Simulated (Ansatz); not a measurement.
# HfPbSO2 (built on the sites of a database entry of HfPbO3): a soft mode frozen in, part 3 of 3

Wanted: the energy along a soft mode of HfPbSO2 (built on the sites of a database entry of HfPbO3) and the structure at the end.

Ansatz 0.2.0; DFT PBEsol, scalar-relativistic, plane waves, PAW.

So far. Step 5 (Energy along the mode, all amplitudes (two of the runs …): The lowest of the steps tried is at 0.22 Å, 9.8 meV/atom below the parent; the bottom of the well need not coincide with a step. Step 7 (The new phase in its own primitive cell): The largest force component left is 0.042 meV/Å and the pressure is 0.001 GPa, within the tolerances set. The cell now holds 16.97 Å³/atom. The relaxed cell has a = 4.040, c = 5.201 Å (conventional setting).

The structure was built from a prototype and need not be the compound's stable phase.

### 8. Modes of the new phase, k-mesh 6×6×6

A relaxed structure may still be a saddle point, so its zone-centre modes are computed. The response to a homogeneous field gives the Born charges and the dielectric tensor.

File input.yaml:

```yaml
crystal:
  lattice:
    - [4.0398036017, 0.0, 0.0]
    - [0.0, 4.0398036017, 0.0]
    - [0.0, 0.0, 5.2006333057]
  atoms:
    - { symbol: Hf, position: [0.5, 0.5, 0.5] }
    - { symbol: Pb, position: [0.0, 0.0, 0.0] }
    - { symbol: S, position: [0.5, 0.5, 0.0] }
    - { symbol: O, position: [0.5, 0.0, 0.564986303] }
    - { symbol: O, position: [0.0, 0.5, 0.435013697] }
kpoints:
  mp_grid: { grid: [6, 6, 6] }
hamiltonian:
  xc: pbesol
scf:
  occupations: { method: fixed }
output:
  eigenvalues: true
phonons:
  method: dfpt
  dielectric: true
  rigid_motions: translations
```

On the command line:

```bash
$ ansatz run input.yaml --threads 8 --pin off --max-ram 14336MiB --backend cpu --events-out ev --progress --plain --runs-dir out
```

Numbers of over 12 decimals in the logs are rounded to 6 here.

Output:

```text
[...]
Crystal: 5 atoms, lattice volume = 84.874 Å³
Basis set: ecut = 420 eV, 1641 PW (Γ), exchange–correlation on 60×60×72 points (8 copies of the dense FFT grid, shifted against one another)
Bands: 35, of which v1, the nominal top of the filled ones, is band 29 counted from 1 (28 counted from 0)
Symmetry: 8 space group operations
k-points: 112 of 216 (irreducible under 1 space group operation, time reversal used)
[...]
SCF iter   1: F=—  HF=-29364.548124 eV  |F-HF|=—  |Δ(HF+E_count)|=         —  Δρ=1.24e-2  dr2=1.29e-1  ethr=1.77e-3  ⟨swp⟩=4.9  Hψ=13238  notcnv=0  defer=407
[...]
SCF iter  11: F=-29364.515404 eV  HF=-29364.515404 eV  |F-HF|=1.46e-11  |Δ(HF+E_count)|=  2.55e-11  Δρ=1.13e-7  dr2=1.00e-11  ethr=1.00e-12  ⟨swp⟩=11.9  Hψ=23765  notcnv=0
SCF 1 converged in 11 iterations: F = -29364.515404 eV  dr2 = 1.00e-11
[...]
DFPT response loops at Γ: preconditioner auto → Resta (q_TF=auto, 2.561 Å⁻¹)  ε∞=6.7 (no band partly filled); β = 1.00, the filter's whole step (`scf.mixing.beta` (0.50) is not read by the response loops at its default; to damp them type it under 1.00, their step now; it binds the ground state too); Broyden in place of MSR1
── the response to a field inside a basis, on 10×10×8 k-points: an SCF that follows is theirs, and a resumed run solves both again ──
Bands: 30, of which v1, the nominal top of the filled ones, is band 29 counted from 1 (28 counted from 0)
k-points: 60
[...]
Eigensolver: Dense (60 Hₖ)
SCF iter   1: F=—  HF=-29364.499688 eV  |F-HF|=—  |Δ(HF+E_count)|=         —  Δρ=3.65e-4  dr2=2.37e-5  ethr=1.00e-1
[...]
SCF iter   4: F=-29364.499687 eV  HF=-29364.499687 eV  |F-HF|=2.69e-10  |Δ(HF+E_count)|=   3.16e-7  Δρ=6.29e-6  dr2=3.22e-8  ethr=2.36e-9
SCF 1 converged in 4 iterations: F = -29364.499687 eV  dr2 = 3.22e-8
[...]
WARN: field response: ε∞ stands inside a basis, on 10×10×8 points; the force constants stand on the 6×6×6 k-mesh, whose period is 8.84 times the interband length at k = (0.0000, -0.5000, -0.5000), direct gap 2.150 eV, under 14: take them and everything formed from them as unconverged, and compare with a denser kpoints.mp_grid
SCF converged after 11 iterations
Free energy (F): -29364.515404 eV
[...]
Internal energy: -29364.515404 eV  (E = F + TS)
E sigma→0 (E₀):  -29364.515404 eV
Fermi energy:    11.108556 eV
[...]
--- Band table (eV; the first three rows and the last of 112) ---
  k-point 0: bands = [... 25 lower, 8.9983, 9.3365, 9.3365, 10.0215, 14.2880, 14.3245, 14.3245, 14.4104, ... 2 higher]
  k-point 1: bands = [... 25 lower, 8.8436, 9.4905, 9.4905, 9.5432, 14.2075, 14.4172, 14.5840, 14.5840, ... 2 higher]
  k-point 2: bands = [... 25 lower, 8.8340, 9.1154, 9.6572, 9.6572, 13.3822, 14.4308, 15.2118, 15.2118, ... 2 higher]
  k-point 111: bands = [... 25 lower, 7.2183, 9.4118, 9.4118, 10.3563, 14.6840, 15.4566, 15.4566, 17.1908, ... 2 higher]
--- Phonons (Γ-DFPT): 9 representative perturbations + reference, on 112 of 216 k-points (Σ response iterations 34) ---
  k mesh reduced under 1 symmetry operation, with k and −k counted as one. Each operation leaves every solved perturbation unchanged. A smaller set is not considered because the run solves the response to a homogeneous field
  ASR residual: 6.503e-5 → 0.000e0 eV/Å²; symmetrization residual: 9.402e-6 eV/Å²
  ASR residual per site (eV/Å²): 1.75e-5 5.46e-5 6.50e-5 3.14e-5 3.14e-5
[...]
ε∞ (high-frequency dielectric tensor):
       11.087890    -0.000000     0.000000
       -0.000000    11.087890    -0.000000
        0.000000    -0.000000     6.860329
  softest optical mode at Γ: -74.05 cm⁻¹; the repairs (sum rule, projections) moved no ω² at Γ by more than (1.72 cm⁻¹)²
  Born effective charges Z* (e; rows j = field, columns β = displacement):
    site 0:
         6.01931    0.00000    0.00000
         0.00000    6.01931   -0.00000
         0.00000    0.00000    5.21662
    site 1:
         5.26807   -0.00000    0.00000
        -0.00000    5.26807   -0.00000
         0.00000   -0.00000    2.63622
    site 2:
        -4.03132    0.00000   -0.00000
         0.00000   -4.03132    0.00000
        -0.00000    0.00000   -3.08451
    site 3:
        -1.66030    0.00000   -0.00000
        -0.00000   -5.59576   -0.00000
        -0.00000   -0.00000   -2.38417
    site 4:
        -5.59576    0.00000   -0.00000
         0.00000   -1.66030    0.00000
        -0.00000    0.00000   -2.38417
  Z* charge neutrality: 3.414e-3 e pre-enforcement
  solved inside a basis spanned on kpoints, on 10×10×8 k-points transformed towards the longest dipole: ε∞ is read to err by 5.7e-2, Z* by 7.0e-2 e (field_mesh: kpoints solves on kpoints); Z* is corrected for what the basis lacks
  optical modes at Γ without the LO–TO term, one row a degenerate level:
      ω (cm⁻¹)  modes    IR ((D/Å)²/amu)
        -74.05      1             5.3162
         30.54      2             6.9109
        152.55      2            60.4655
        185.51      2             0.2586
        211.01      1            22.1771
        245.76      1             0.0000
        333.91      1             0.0380
        482.95      2            69.5576
  optical modes at Γ + LO–TO along q̂ = [1.0000, 0.0000, 0.0000]:
      ω (cm⁻¹)  modes    IR ((D/Å)²/amu)
        -74.05      1             5.3162
         30.54      1             3.4554
         51.10      1             0.1499
        152.55      1            30.2328
        185.35      1             0.0051
        185.51      1             0.1293
        211.01      1            22.1771
        245.76      1             0.0000
        270.31      1            13.6163
        333.91      1             0.0380
        482.95      1            34.7788
        580.77      1            54.8250
  optical modes at Γ + LO–TO along q̂ = [0.0000, 1.0000, 0.0000]:
      ω (cm⁻¹)  modes    IR ((D/Å)²/amu)
        -74.05      1             5.3162
         30.54      1             3.4554
[...]
270.31      1            13.6163
        333.91      1             0.0380
        482.95      1            34.7788
        580.77      1            54.8250
  optical modes at Γ + LO–TO along q̂ = [0.0000, 0.0000, 1.0000]:
      ω (cm⁻¹)  modes    IR ((D/Å)²/amu)
         30.54      2             6.9109
         35.76      1             0.5817
        152.55      2            60.4655
        185.51      2             0.2586
        245.76      1             0.0000
        333.37      1             0.2498
        372.79      1            26.6999
        482.95      2            69.5576
```

Run time: 33 s. Hardware: 8 threads of AMD EPYC 9R45, shared host; peak memory 1.7 GiB; 3.8 min of CPU time.

Numbers from this step:

```yaml
sum_rule_residual_before_enforcement: 6.50e-5 eV/Å²
miss_of_the_charge_sum_rule: 0.003414 e
estimated_error_of_the_dielectric_tensor: 0.05708
estimated_error_of_the_born_charges: 0.07041 e
point_group: -42m
highest_optical_mode_at_the_zone_centre_no_lo_to_term: 482.9 cm⁻¹
lowest_optical_zone_centre_mode: -74.05 cm⁻¹
mean_high_frequency_dielectric_constant: 9.679
largest_born_charge_third_of_the_trace: 5.752 e
top_of_the_zone_centre_spectrum_with_the_field: 580.8 cm⁻¹
```

Without the LO-TO term. Patterns of degenerate modes are one choice out of their space. The modes at Γ (shares of kinetic energy by element, %) (negative means imaginary):

```
mode  frequency (cm⁻¹)  symmetry  Hf %  Pb %  S %  O %
   1             -74.0        B2    21    51   10   18
   2               0.0  acoustic    40    46    7    7
   3               0.0  acoustic    40    46    7    7
   4               0.0  acoustic    40    46    7    7
   5              30.5         E    35    48    0   18
   6              30.5         E    35    48    0   18
   7             152.6         E    16     1   60   23
   8             152.6         E    16     1   60   23
   9             185.5         E     7     5   32   56
  10             185.5         E     7     5   32   56
  11             211.0        B2    39     3   19   39
  12             245.8        A1     0     0    0  100
  13             333.9        B2     0     0   64   36
  14             482.9         E     2     0    1   97
  15             482.9         E     2     0    1   97
```

Displacements in mode 1 (-74.0 cm⁻¹), the largest set to 1:
```
Hf1  0.00  0.00 -0.46
Pb2  0.00  0.00  0.66
S3   0.00  0.00 -0.73
O4   0.00  0.00 -1.00
O5   0.00  0.00 -1.00
```

Displacements in mode 5 (30.5 cm⁻¹), the largest set to 1:
```
Hf1 -0.47  0.34  0.00
Pb2  0.51 -0.37  0.00
S3   0.06 -0.04  0.00
O4  -1.00  0.36  0.00
O5  -0.50  0.72  0.00
```

Optical modes at the zone centre, without and with the macroscopic field of the longitudinal modes; each column is sorted by frequency, so a row need not hold one and the same mode. Modes with and without the field, by row:

```
rank among optical modes  no field (cm⁻¹)  q along (1, 0, 0) (cm⁻¹)  q along (0, 0, 1) (cm⁻¹)
                       1              -74                       -74                      30.5
                       2             30.5                      30.5                      30.5
                       3             30.5                      51.1                      35.8
                       4            152.6                     152.6                     152.6
                       5            152.6                     185.3                     152.6
                       6            185.5                     185.5                     185.5
                       7            185.5                       211                     185.5
                       8              211                     245.8                     245.8
                       9            245.8                     270.3                     333.4
                      10            333.9                     333.9                     372.8
                      11            482.9                     482.9                     482.9
                      12            482.9                     580.8                     482.9
```

Born charge (rows field, columns displacement) (e), principal values of the symmetric part by kind of site:

```
atom  atoms with these values    low  middle   high   mean
 Hf1                        1   5.22    6.02   6.02   5.75
 Pb2                        1   2.64    5.27   5.27   4.39
  S3                        1  -4.03   -4.03  -3.08  -3.72
  O4                        2  -5.60   -2.38  -1.66  -3.21
```

In full for O4:

```
-1.66  0.00  0.00
 0.00 -5.60  0.00
 0.00  0.00 -2.38
```

High-frequency dielectric tensor:

```
11.09  0.00  0.00
 0.00 11.09  0.00
 0.00  0.00  6.86
```

Transverse modes; imaginary modes are left out. Infrared lines, with heights relative to the strongest:

```
position (cm⁻¹)  label  relative intensity
             30      E                  10
            152      E                  87
            186      E                 0.4
            211     B2                  32
            246     A1                 0.0
            334     B2                 0.1
            483      E                 100
```

Before it was imposed, the acoustic sum rule was missed by 6.5e-5 eV/Å² and the charge sum rule by 0.0034 e. Small misses are needed for a sound result but don't prove that mesh and cutoff are converged. The lowest optical mode is imaginary, 74.0i cm⁻¹, so the energy falls along it.

The log warns of the k mesh: “the force constants stand on the 6×6×6 k-mesh, whose period is 8.84 times the interband length at k = (0.0000, -0.5000, -0.5000), direct gap 2.150 eV, under 14: take them and everything formed from them as unconverged”.

### 9. Summary of results

- unstable mode of the parent: q = (0, 0, 0), 170i cm⁻¹
- depth at the lowest point sampled: 9.8 meV/atom
- largest atomic shift at that point: 0.22 Å
- space group reached (within 0.01 Å): P-4m2
- energy gained over the parent (first relaxation, on the mesh of the frozen mode): 16.8 meV/atom
- volume per atom, phase reached: 17.0 Å³
- gap on the k-mesh, phase reached: 1.32 eV
- lowest optical zone-centre mode, phase reached: -74.0 cm⁻¹
- highest optical mode at the zone centre (no LO-TO term), phase reached: 483 cm⁻¹

In words: Along this mode the structure falls into P-4m2, 16.8 meV/atom below the parent. At the parent's cell the well is 9.8 meV/atom deep on the steps tried, with its lowest point at a shift of 0.22 Å. Relaxing atoms and cell changes the gain by +7.05 meV/atom against the lowest step (energies at zero smearing). The new phase still has an imaginary mode at the zone centre of its cell, so it is a saddle point on the way to a lower structure. Of the 2 patterns followed to their end from this parent, this one reaches the lowest energy. Each path keeps the symmetry of its pattern, so a lower phase may lie along a pattern not tried. With the field response the log warns that the k mesh is coarse for the force constants too, so the frequencies may not be converged. Spin-orbit coupling is left out, which can matter for the heavy elements here. The starting cell was built on a prototype and not taken from a measurement, so the phase need not exist.

[Logs are printed without paths, hosts, clocks, repeated set-up lines and the standing remarks that a program may print on its own settings, such as how far it seeks lower states.]

[Hosts, paths, dates, database ids (printed as entryN), source tags and the programs' standing remarks are cut or masked in the printed files.]
